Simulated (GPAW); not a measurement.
# Calculated records

**Quasiparticle gap of Cs2AgBiBr6 (Fm-3m) in GPAW**

Symmetry: Fm-3m, No. 225, cubic system. The conventional cell has a = 11.232 Å, b = 11.232 Å, c = 11.232 Å, α = 90.00°, β = 90.00°, γ = 90.00°. Nearest to Cs lie 12 Br at 3.97 Å. Ag has 6 Br at 2.80 Å nearest. Nearest to Bi lie 6 Br at 2.81 Å. Br has 1 Ag at 2.80 Å and 1 Bi at 2.81 Å and 4 Cs at 3.97 Å nearest. Farther neighbours and most contacts between anions are not listed.

```yaml
method: DFT, LDA, plane waves, PAW (and 1 further level or step)
program: GPAW 26.7.0
settings_of_one_run: cutoff 450 eV, GPAW PAW setups 1.2.1 data release, 2×2×2 k-mesh, nbands 1202
notes: The cell and positions come from the Crystallography Open Database and are kept as given unless a step says otherwise. Limits: no spin-orbit coupling. Bands and cutoff are finite, so the gap is not at the basis limit. The miss can reach some tenths of an eV and take either sign; the mesh is an error of its own. The 2×2×2 mesh is coarse for this cell, which bears on the long-range parts of exchange and screening.
lda_gap: 1.08 eV, indirect
g0w0_gap_on_the_mesh: 2.08 eV
gw_settings: 2×2×2 mesh, 554 bands, screening to 78 eV, Godby-Needs plasmon pole
known_limits: not at the basis limit; d shell near the gap, gap tends to lie low; no spin-orbit coupling; coarse k mesh
```

G0W0 moves the gap on the mesh from 1.08 eV to 2.08 eV (+1.00 eV), with Z of 0.79 and 0.81 at the edges. The dearest step here is «empty states on the mesh».

[Paths, hosts, dates, memory and timing lines, banners, echoed tables and standing remarks are left out of the program output.]

[Logs are printed without paths, hosts, clocks, repeated set-up lines and the standing remarks that a program may print on its own settings, such as how far it seeks lower states.]

[Runs of the session that timed out or met a known fault of the program may be left out.]

[Hosts, paths, dates, database ids (printed as entryN), source tags and the programs' standing remarks are cut or masked in the printed files.]
